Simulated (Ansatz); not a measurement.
# Ca on Pd(111): change of the work function, part 2 of 3

Wanted: Δφ(θ) for Ca/Pd(111), starting from the fcc site.

Ansatz 0.2.0; plane-wave DFT, PBE, Ansatz PAW.

So far, work function, upper face (eV): step 2 (the clean slab) 5.27.

### 3. The covered slab, k-mesh 4×4×1, coverage 0.111 ML

System of this step: Ca/Pd(111). The cell holds 37 atoms: 36 Pd and 1 Ca. Cell: a = 8.252 Å, b = 8.252 Å, c = 27.673 Å, α = 90.0°, β = 90.0°, γ = 60.0°. Vacuum lies along c.

The clean slab as it ended is repeated in the plane and the adsorbate is set on one face; the cell's size fixes the coverage, and the k-mesh shrinks with it to keep the sampling density about even. Adsorbate and upper layers relax, since the dipole depends on the height.

The input, input.yaml:

```yaml
crystal:
  lattice:
    - [8.2519361365, 0.0, 0.0]
    - [4.1259680682, 7.1463863246, 0.0]
    - [0.0, 0.0, 27.6728894331]
  atoms:
    - { symbol: Pd, position: [0.0, 0.0, 0.3252280548] }
    - { symbol: Pd, position: [0.1111111111, 0.1111111111, 0.4063866397] }
    - { symbol: Pd, position: [0.2222222222, 0.2222222222, 0.4892833768] }
    - { symbol: Pd, position: [0.0, 0.0, 0.5725322027] }
    - { symbol: Pd, position: [0.0, 0.3333333333, 0.3252280548] }
    - { symbol: Pd, position: [0.1111111111, 0.4444444444, 0.4063866397] }
    - { symbol: Pd, position: [0.2222222222, 0.5555555556, 0.4892833768] }
    - { symbol: Pd, position: [0.0, 0.3333333333, 0.5725322027] }
    - { symbol: Pd, position: [0.0, 0.6666666667, 0.3252280548] }
    - { symbol: Pd, position: [0.1111111111, 0.7777777778, 0.4063866397] }
    - { symbol: Pd, position: [0.2222222222, 0.8888888889, 0.4892833768] }
    - { symbol: Pd, position: [0.0, 0.6666666667, 0.5725322027] }
    - { symbol: Pd, position: [0.3333333333, 0.0, 0.3252280548] }
    - { symbol: Pd, position: [0.4444444444, 0.1111111111, 0.4063866397] }
    - { symbol: Pd, position: [0.5555555556, 0.2222222222, 0.4892833768] }
    - { symbol: Pd, position: [0.3333333333, 0.0, 0.5725322027] }
    - { symbol: Pd, position: [0.3333333333, 0.3333333333, 0.3252280548] }
    - { symbol: Pd, position: [0.4444444444, 0.4444444444, 0.4063866397] }
    - { symbol: Pd, position: [0.5555555556, 0.5555555556, 0.4892833768] }
    - { symbol: Pd, position: [0.3333333333, 0.3333333333, 0.5725322027] }
    - { symbol: Pd, position: [0.3333333333, 0.6666666667, 0.3252280548] }
    - { symbol: Pd, position: [0.4444444444, 0.7777777778, 0.4063866397] }
    - { symbol: Pd, position: [0.5555555556, 0.8888888889, 0.4892833768] }
    - { symbol: Pd, position: [0.3333333333, 0.6666666667, 0.5725322027] }
    - { symbol: Pd, position: [0.6666666667, 0.0, 0.3252280548] }
    - { symbol: Pd, position: [0.7777777778, 0.1111111111, 0.4063866397] }
    - { symbol: Pd, position: [0.8888888889, 0.2222222222, 0.4892833768] }
    - { symbol: Pd, position: [0.6666666667, 0.0, 0.5725322027] }
    - { symbol: Pd, position: [0.6666666667, 0.3333333333, 0.3252280548] }
    - { symbol: Pd, position: [0.7777777778, 0.4444444444, 0.4063866397] }
    - { symbol: Pd, position: [0.8888888889, 0.5555555556, 0.4892833768] }
    - { symbol: Pd, position: [0.6666666667, 0.3333333333, 0.5725322027] }
    - { symbol: Pd, position: [0.6666666667, 0.6666666667, 0.3252280548] }
    - { symbol: Pd, position: [0.7777777778, 0.7777777778, 0.4063866397] }
    - { symbol: Pd, position: [0.8888888889, 0.8888888889, 0.4892833768] }
    - { symbol: Pd, position: [0.6666666667, 0.6666666667, 0.5725322027] }
    - { symbol: Ca, position: [0.1111111111, 0.1111111111, 0.6747719452] }
kpoints:
  mp_grid: { grid: [4, 4, 1] }
hamiltonian:
  xc: pbe
scf:
  occupations: { method: fermi_dirac, width: 0.1 }
  convergence: { dr2_threshold: 1.0e-08 }
efield:
  axis: 3
  dipole_correction: true
  ramp_position: 0.97
  ramp_width: 0.06
relax:
  f_tol: 0.02
  max_steps: 60
  constraints:
    - { sites: [0, 1, 4, 5, 8, 9, 12, 13, 16, 17, 20, 21, 24, 25, 28, 29, 32, 33] }
output:
  write_potential: true
  write_density: true
  volumetric_format: npy
```

Started as:

```sh
ansatz run input.yaml --threads 4 --pin off --max-ram 16384MiB --backend cpu --events-out ev --progress --plain --runs-dir out
```

Numbers of over 12 decimals in the logs are rounded to 6 here.

The program printed:

```text
[...]
Crystal: 37 atoms, lattice volume = 1631.912 Å³
Basis set: ecut = 420 eV, 31863 PW (Γ), exchange–correlation on 120×120×384 points (8 copies of the dense FFT grid, shifted against one another)
Bands: 395, of which v1, the nominal top of the filled ones, is band 329 counted from 1 (328 counted from 0)
Symmetry: 6 space group operations
[...]
k-points: 4 of 16 (time reversal used)
[...]
SCF iter   1: F=—  HF=-252832.089489 eV  |F-HF|=—  |Δ(HF+E_count)|=         —  Δρ=9.45e-3  dr2=1.16e1  ethr=1.77e-3  p=0.798 e·Å  D=8.85e-2 V/Å  ΔV_dip=-2.45 eV  dr2_dipole=1.64e-1  V_vac-E_F(+/−)=2.45/4.89 eV  ⟨swp⟩=7.2  Hψ=6844  notcnv=0  defer=89
[...]
SCF iter  14: F=-252831.853067 eV  HF=-252831.853067 eV  |F-HF|=2.08e-8  |Δ(HF+E_count)|=   1.57e-9  Δρ=3.30e-7  dr2=4.09e-9  ethr=1.52e-12  p=0.869 e·Å  D=9.64e-2 V/Å  ΔV_dip=-2.67 eV  dr2_dipole=2.16e-11  V_vac-E_F(+/−)=2.58/5.25 eV  ⟨swp⟩=8.0  Hψ=8946  notcnv=0
SCF 1 converged in 14 iterations: F = -252831.853067 eV  dr2 = 4.09e-9
[...]
relax step   1: F+E_penalty+E_count = -252831.85306693 eV  Δ(F+E_penalty+E_count) = +0.000e0 eV  max|allowed force component| = 2.138e0 eV/Å  Δτ_max = 0.0000 Å  (14 SCF iters, accepted)
[...]
SCF iter  12: F=-252832.311195 eV  HF=-252832.311195 eV  |F-HF|=6.29e-9  |Δ(HF+E_count)|=   3.93e-8  Δρ=3.93e-7  dr2=5.56e-9  ethr=1.52e-12  p=0.918 e·Å  D=1.02e-1 V/Å  ΔV_dip=-2.82 eV  dr2_dipole=1.76e-10  V_vac-E_F(+/−)=2.43/5.25 eV  ⟨swp⟩=7.0  Hψ=9287  notcnv=0
SCF 2 converged in 12 iterations: F = -252832.311195 eV  dr2 = 5.56e-9
[...]
relax step   2: F+E_penalty+E_count = -252832.31119516 eV  Δ(F+E_penalty+E_count) = -4.581e-1 eV  max|allowed force component| = 1.970e0 eV/Å  Δτ_max = 0.1948 Å  (12 SCF iters, accepted)
SCF iter   1: F=—  HF=-252832.705190 eV  |F-HF|=—  |Δ(HF+E_count)|=         —  Δρ=2.54e-3  dr2=4.00e-1  ethr=4.02e-4  p=0.918 e·Å  D=1.02e-1 V/Å  ΔV_dip=-2.82 eV  dr2_dipole=1.02e-1  V_vac-E_F(+/−)=2.44/5.26 eV  ⟨swp⟩=7.0  Hψ=5425  notcnv=0  defer=114
[...]
SCF iter  12: F=-252832.682735 eV  HF=-252832.682735 eV  |F-HF|=1.89e-8  |Δ(HF+E_count)|=   5.55e-8  Δρ=4.36e-7  dr2=5.78e-9  ethr=1.52e-12  p=0.926 e·Å  D=1.03e-1 V/Å  ΔV_dip=-2.84 eV  dr2_dipole=8.61e-11  V_vac-E_F(+/−)=2.41/5.25 eV  ⟨swp⟩=7.0  Hψ=9726  notcnv=0
SCF 3 converged in 12 iterations: F = -252832.682735 eV  dr2 = 5.78e-9
relax step   3: F+E_penalty+E_count = -252832.68273499 eV  Δ(F+E_penalty+E_count) = -3.715e-1 eV  max|allowed force component| = 1.295e0 eV/Å  Δτ_max = 0.1968 Å  (12 SCF iters, accepted)
[...]
relax step   4: F+E_penalty+E_count = -252832.84283686 eV  Δ(F+E_penalty+E_count) = -1.601e-1 eV  max|allowed force component| = 1.745e-1 eV/Å  Δτ_max = 0.1949 Å  (13 SCF iters, accepted)
[...]
relax step   5: F+E_penalty+E_count = -252832.87215722 eV  Δ(F+E_penalty+E_count) = -2.932e-2 eV  max|allowed force component| = 5.591e-2 eV/Å  Δτ_max = 0.1023 Å  (13 SCF iters, accepted)
SCF iter   1: F=—  HF=-252832.870963 eV  |F-HF|=—  |Δ(HF+E_count)|=         —  Δρ=3.19e-4  dr2=1.53e-3  ethr=2.12e-6  p=0.843 e·Å  D=9.34e-2 V/Å  ΔV_dip=-2.59 eV  dr2_dipole=3.64e-5  V_vac-E_F(+/−)=2.67/5.26 eV  ⟨swp⟩=2.5  Hψ=2791  notcnv=0  defer=136
[...]
SCF iter  10: F=-252832.872984 eV  HF=-252832.872984 eV  |F-HF|=8.50e-9  |Δ(HF+E_count)|=   1.98e-8  Δρ=2.90e-7  dr2=3.04e-9  ethr=1.52e-12  p=0.843 e·Å  D=9.35e-2 V/Å  ΔV_dip=-2.59 eV  dr2_dipole=1.13e-11  V_vac-E_F(+/−)=2.67/5.26 eV  ⟨swp⟩=7.0  Hψ=8348  notcnv=0
SCF 6 converged in 10 iterations: F = -252832.872984 eV  dr2 = 3.04e-9
[...]
relax step   6: F+E_penalty+E_count = -252832.87298403 eV  Δ(F+E_penalty+E_count) = -8.268e-4 eV  max|allowed force component| = 6.597e-3 eV/Å  Δτ_max = 0.0063 Å  (10 SCF iters, accepted)
NSCF: frozen V_eff on 4 k-points
[...]
WARN: The output density's exchange-correlation potential varies sharply where the density is thin. Do not read a vacuum level from v_tot or v_xc, or from such a field of the output density. On a cell that repeats whose density bears no net charge and no dipole along the vacuum's axis use v_es (v_loc + v_h of the components); under efield.dipole_correction with no amplitude use v_es + v_field, which holds any externa [...]
SCF converged after 10 iterations
Free energy (F): -252832.872984 eV
[...]
Internal energy: -252830.521746 eV  (E = F + TS)
E sigma→0 (E₀):  -252831.697365 eV
Entropy (-TS):   -2.351238 eV (-63.547 meV/atom)
Fermi energy:    3.984417 eV
Dipole field:    D = 0.093466 V/Å  (p = 0.842926 e·Å, saw-weighted, corrected)
Work function:   Φ+ = 2.6707 eV   Φ− = 5.2572 eV
[...]
--- Forces (eV/Å), atoms counted from 1 ---
  atom   1  Pd     0.00954304     0.00550968    -0.31046584
  atom   2  Pd     0.00000000     0.00000000     0.34420896
  atom   3  Pd     0.00437125     0.00252374     0.00043959
  atom   4  Pd     0.00158183     0.00091327     0.00138732
  atom   5  Pd     0.00000000    -0.01101935    -0.31046584
  atom   6  Pd     0.02155359     0.01346113     0.31297703
  atom   7  Pd    -0.00101774     0.00058759     0.00083840
  atom   8  Pd     0.00000000    -0.00182654     0.00138732
  atom   9  Pd     0.00468271    -0.00270356    -0.30056554
  atom  10  Pd    -0.00088089    -0.02539652     0.31297703
  atom  11  Pd     0.00000000    -0.00504749     0.00043959
  atom  12  Pd    -0.00120077     0.00069326    -0.00070899
  atom  13  Pd    -0.00954304     0.00550968    -0.31046584
  atom  14  Pd     0.02243448     0.01193539     0.31297703
  atom  15  Pd     0.00000000    -0.00117519     0.00083840
  atom  16  Pd    -0.00158183     0.00091327     0.00138732
  atom  17  Pd    -0.00030029    -0.00017337    -0.30785298
  atom  18  Pd     0.00000000     0.00000000     0.40555326
  atom  19  Pd     0.00101774     0.00058759     0.00083840
  atom  20  Pd    -0.00571323    -0.00329854     0.00026005
  atom  21  Pd    -0.00000000     0.00034675    -0.30785298
  atom  22  Pd     0.00088089    -0.02539652     0.31297703
  atom  23  Pd     0.00340009    -0.00196304    -0.00046558
  atom  24  Pd    -0.00000000     0.00659707     0.00026005
  atom  25  Pd    -0.00000000     0.00540713    -0.30056554
  atom  26  Pd    -0.02243448     0.01193539     0.31297703
  atom  27  Pd    -0.00437125     0.00252374     0.00043959
  atom  28  Pd     0.00000000    -0.00138653    -0.00070899
  atom  29  Pd     0.00030029    -0.00017337    -0.30785298
  atom  30  Pd    -0.02155359     0.01346113     0.31297703
  atom  31  Pd    -0.00000000     0.00392608    -0.00046558
  atom  32  Pd     0.00571323    -0.00329854     0.00026005
  atom  33  Pd    -0.00468271    -0.00270356    -0.30056554
  atom  34  Pd     0.00000000     0.00000000     0.12532457
  atom  35  Pd    -0.00340009    -0.00196304    -0.00046558
  atom  36  Pd     0.00120077     0.00069326    -0.00070899
  atom  37  Ca    -0.00000000     0.00000000    -0.00153128
  max |Σ_I F_I| component: 1.69e-5 eV/Å
--- Band table (eV) ---
  k-point 0: bands = [... 325 lower, 3.6627, 3.7186, 3.7186, 3.7450, 3.7456, 3.7531, 3.7531, 3.7768, ... 62 higher]
  k-point 1: bands = [... 325 lower, 3.8331, 3.8359, 3.8597, 3.8796, 3.9144, 3.9737, 3.9762, 3.9967, ... 62 higher]
  k-point 2: bands = [... 325 lower, 3.9278, 3.9372, 3.9466, 3.9530, 4.0179, 4.0517, 4.1324, 4.1402, ... 62 higher]
  k-point 3: bands = [... 325 lower, 3.9238, 3.9473, 3.9900, 3.9996, 4.0154, 4.0271, 4.0369, 4.1403, ... 62 higher]
--- Relaxed structure (6 steps of the walk, 6 accepted, 0 SCFs on fresh bases) ---
  F+E_penalty+E_count = -252832.87298403 eV   max|allowed force component| = 6.597e-3 eV/Å
  atoms:
    - { symbol: Pd, position: [1.1111113280699722e-11, 1.1111113280699722e-11, 0.325228] }
    - { symbol: Pd, position: [0.111111, 0.111111, 0.406387] }
    - { symbol: Pd, position: [0.222617, 0.222617, 0.489358] }
    - { symbol: Pd, position: [-0.00222716, -0.00222716, 0.572435] }
    - { symbol: Pd, position: [1.1111112030448567e-11, 0.333333, 0.325228] }
    - { symbol: Pd, position: [0.111111, 0.444444, 0.406387] }
    - { symbol: Pd, position: [0.222604, 0.555365, 0.490178] }
    - { symbol: Pd, position: [-0.00222716, 0.337788, 0.572435] }
    - { symbol: Pd, position: [-2.2222168549745902e-11, 0.666667, 0.325228] }
    - { symbol: Pd, position: [0.111111, 0.777778, 0.406387] }
    - { symbol: Pd, position: [0.222617, 0.888098, 0.489358] }
    - { symbol: Pd, position: [-7.45674160305132e-5, 0.666704, 0.573548] }
    - { symbol: Pd, position: [0.333333, 1.1111113280699722e-11, 0.325228] }
    - { symbol: Pd, position: [0.444444, 0.111111, 0.406387] }
    - { symbol: Pd, position: [0.555365, 0.222604, 0.490178] }
    - { symbol: Pd, position: [0.337788, -0.00222716, 0.572435] }
    - { symbol: Pd, position: [0.333333, 0.333333, 0.325228] }
    - { symbol: Pd, position: [0.444444, 0.444444, 0.406387] }
    - { symbol: Pd, position: [0.555365, 0.555365, 0.490178] }
    - { symbol: Pd, position: [0.333165, 0.333165, 0.574547] }
    - { symbol: Pd, position: [0.333333, 0.666667, 0.325228] }
    - { symbol: Pd, position: [0.444444, 0.777778, 0.406387] }
    - { symbol: Pd, position: [0.556690, 0.888322, 0.489145] }
    - { symbol: Pd, position: [0.333165, 0.667004, 0.574547] }
    - { symbol: Pd, position: [0.666667, -2.2222204306928902e-11, 0.325228] }
    - { symbol: Pd, position: [0.777778, 0.111111, 0.406387] }
    - { symbol: Pd, position: [0.888098, 0.222617, 0.489358] }
    - { symbol: Pd, position: [0.666704, -7.45674160305241e-5, 0.573548] }
    - { symbol: Pd, position: [0.666667, 0.333333, 0.325228] }
    - { symbol: Pd, position: [0.777778, 0.444444, 0.406387] }
    - { symbol: Pd, position: [0.888322, 0.556690, 0.489145] }
    - { symbol: Pd, position: [0.667004, 0.333165, 0.574547] }
    - { symbol: Pd, position: [0.666667, 0.666667, 0.325228] }
    - { symbol: Pd, position: [0.777778, 0.777778, 0.406387] }
    - { symbol: Pd, position: [0.888322, 0.888322, 0.489145] }
    - { symbol: Pd, position: [0.666704, 0.666704, 0.573548] }
    - { symbol: Ca, position: [0.111111, 0.111111, 0.650028] }
```

Run time: 16 min. Hardware: 4 threads of Arm Neoverse V1, shared host; peak memory 11 GiB.

Relaxation path:

```
step  energy less that of the first step (eV)  largest force component (eV/Å)
   1                                   0.0000                          2.1379
   2                                  -0.4581                          1.9699
   3                                  -0.8297                          1.2953
   4                                  -0.9898                          0.1745
   5                                  -1.0191                          0.0559
   6                                  -1.0199                          0.0066
```

Forces are held to the 6 operations that the run works with; a distortion that breaks them can't arise in this run.

The atoms that moved most (Å):

```csv
atom,dx,dy,dz,length
Ca37,0.000,0.000,-0.685,0.685
Pd32,0.002,-0.001,0.056,0.056
Pd24,0.000,0.002,0.056,0.056
Pd20,-0.002,-0.001,0.056,0.056
Pd16,0.028,-0.016,-0.003,0.032
Pd8,0.000,0.032,-0.003,0.032
Pd4,-0.028,-0.016,-0.003,0.032
Pd36,0.000,0.000,0.028,0.028
```

Final coordinates:

```
Pd Ca
1.0
     8.25194    0.00000    0.00000
     4.12597    7.14639    0.00000
     0.00000    0.00000   27.67289
Pd Ca
36 1
Direct
  0.00000 0.00000 0.32523
  0.11111 0.11111 0.40639
  0.22262 0.22262 0.48936
  0.99777 0.99777 0.57244
  0.00000 0.33333 0.32523
  0.11111 0.44444 0.40639
  0.22260 0.55536 0.49018
  0.99777 0.33779 0.57244
  0.00000 0.66667 0.32523
  0.11111 0.77778 0.40639
  0.22262 0.88810 0.48936
  0.99993 0.66670 0.57355
  0.33333 0.00000 0.32523
  0.44444 0.11111 0.40639
  0.55536 0.22260 0.49018
  0.33779 0.99777 0.57244
  0.33333 0.33333 0.32523
  0.44444 0.44444 0.40639
  0.55536 0.55536 0.49018
  0.33316 0.33316 0.57455
  0.33333 0.66667 0.32523
  0.44444 0.77778 0.40639
  0.55669 0.88832 0.48915
  0.33316 0.66700 0.57455
  0.66667 0.00000 0.32523
  0.77778 0.11111 0.40639
  0.88810 0.22262 0.48936
  0.66670 0.99993 0.57355
  0.66667 0.33333 0.32523
  0.77778 0.44444 0.40639
  0.88832 0.55669 0.48915
  0.66700 0.33316 0.57455
  0.66667 0.66667 0.32523
  0.77778 0.77778 0.40639
  0.88832 0.88832 0.48915
  0.66670 0.66670 0.57355
  0.11111 0.11111 0.65003
```

This step gave:

```
energy at zero smearing        : -252831.6974 eV
work function, upper face      : 2.671 eV
work function, lower face      : 5.257 eV
dipole along the normal        : 0.8429 e·Å
step between the vacuum levels : -2.586 eV
```

Running mean over 2.246 Å of the planar mean; the ramp of the sawtooth is left out. The electron's electrostatic potential energy less the Fermi level by z:

| z (Å) | electron's electrostatic potential energy less the Fermi level (eV) |
| --- | --- |
| 4 | 5.26 |
| 5 | 5.25 |
| 6 | 5.20 |
| 7 | 4.39 |
| 8 | -3.10 |
| 9 | -8.24 |
| 10 | -8.48 |
| 11 | -8.55 |
| 12 | -8.17 |
| 13 | -8.29 |
| 14 | -8.23 |
| 15 | -7.80 |
| 16 | -8.20 |
| 17 | -3.07 |
| 18 | 1.90 |
| 19 | 2.10 |
| 20 | 2.59 |
| 21 | 2.66 |
| 22 | 2.67 |
| 23 | 2.67 |
| 24 | 2.67 |

The relaxation took 6 steps and lowered the energy by 1.0 eV; the largest force on the free atoms ends at 0.0066 eV/Å.

The covered face has 2.67 eV, -2.60 eV against the clean one; the bare back face has moved by +0.01 eV, a measure of how thin the slab is.

(Part 2 of 3 ends here.)

[Logs are printed without paths, hosts, clocks, repeated set-up lines and the standing remarks that a program may print on its own settings, such as how far it seeks lower states.]

[Hosts, paths, dates, database ids (printed as entryN), source tags and the programs' standing remarks are cut or masked in the printed files.]

[Maps of the electrostatic potential energy from Ansatz leave out the sawtooth potential of an applied field or a dipole correction, so their vacuum need not be flat; planar profiles and work functions include it.]
